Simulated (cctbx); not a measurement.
# Symmetry from intensities

Cell: a = 7.7760 Å, b = 4.2450 Å, c = 16.1890 Å, α = 90.00°, β = 90.00°, γ = 90.00°. Expected content of the cell: Ce8 Ag4 P12.

The data are simulated with cctbx, not measured: Cu Kα, λ = 1.54184 Å, to d = 0.83 Å, 95 % of the full sphere, strongest reflection 40000 counts, noise from counting, a 4 % proportional error and a noise floor of 15 counts (s.d.); no absorption, some extinction.

A first pass over the reflections prints:

```text
3717 reflections to d = 0.831 A
centring   violations  <I/sigma> of those
    A       1397 of  1859     12.2
    B       1484 of  1873     13.2
    C       1459 of  1838     13.3
    I       1362 of  1852     12.2
    R       1966 of  2477     13.3
    F       2170 of  2785     12.9
Laue class    unique    Rint  (classes that these axes allow; Friedel mates merged)
P -1             1944   0.029
P 1 2/m 1        1119   0.034
P 1 1 2/m        1020   0.035
P 2/m 1 1        1056   0.035
P m m m           625   0.038
space group    extra absences  I>4sigma  <I/sigma>
P 2 2 2                 0          0         -  acentric
P 2 2 21               20          0      -0.3  acentric
P 21 2 2                9          0       0.6  acentric
P 2 21 2                6          0       0.2  acentric
P 21 21 2              15          0       0.4  acentric
P 2 21 21              26          0      -0.2  acentric
P 21 2 21              29          0      -0.0  acentric
P 21 21 21             35          0       0.0  acentric
P m m 2                 0          0         -  acentric
P 2 m m                 0          0         -  acentric
P m 2 m                 0          0         -  acentric
P 21 m a               74          0       0.0  acentric
P m 2 a                74          0       0.0  acentric
P n m 21              153          0      -0.0  acentric
P n 21 m              153          0      -0.0  acentric
P n 21 a              227          0      -0.0  acentric
P m m m                 0          0         -  centric
P m m a                74          0       0.0  centric
P n m m :1            153          0      -0.0  centric
P n m m :2            153          0      -0.0  centric
P n m a               227          0      -0.0  centric
Wilson B = 0.60 A^2   <|E^2-1|> = 0.883 (0.968 centric, 0.736 acentric)   E^2>4: 2.9 %
shell (A)         n   <I/sigma>
16.19 - 1.66     97     28.0
 1.66 - 1.32     81     29.1
 1.32 - 1.15     79     32.1
 1.15 - 1.05     75     29.0
 1.05 - 0.97     77     28.9
 0.97 - 0.91     73     30.4
 0.91 - 0.87     66     27.3
 0.87 - 0.83     77     23.3
```

**Question.** What are the lattice type, the Laue class and the likely space group?

Every centring test has many violations, so the lattice is primitive.

Rint stays low (0.029 to 0.038) up to P m m m, the highest class in these axes.

21 settings pass the absence test. The most absences obeyed, 227, belong to P n 21 a and P n m a, which absences can't tell apart.

⟨|E²−1|⟩ = 0.883 leans to a centrosymmetric structure. The Wilson B of 0.60 Å² means U ≈ 0.0076 Å².

The true group is Pnma (no. 62), Laue class mmm, centrosymmetric. The tables only narrow the choice to the tied entries; cell content, site symmetry and trial solutions must settle it.

The model is made up (kin elements in a known structure type, no relaxation), so it says nothing on whether the phase exists.

[Logs are printed without paths, hosts, clocks, repeated set-up lines and the standing remarks that a program may print on its own settings, such as how far it seeks lower states.]
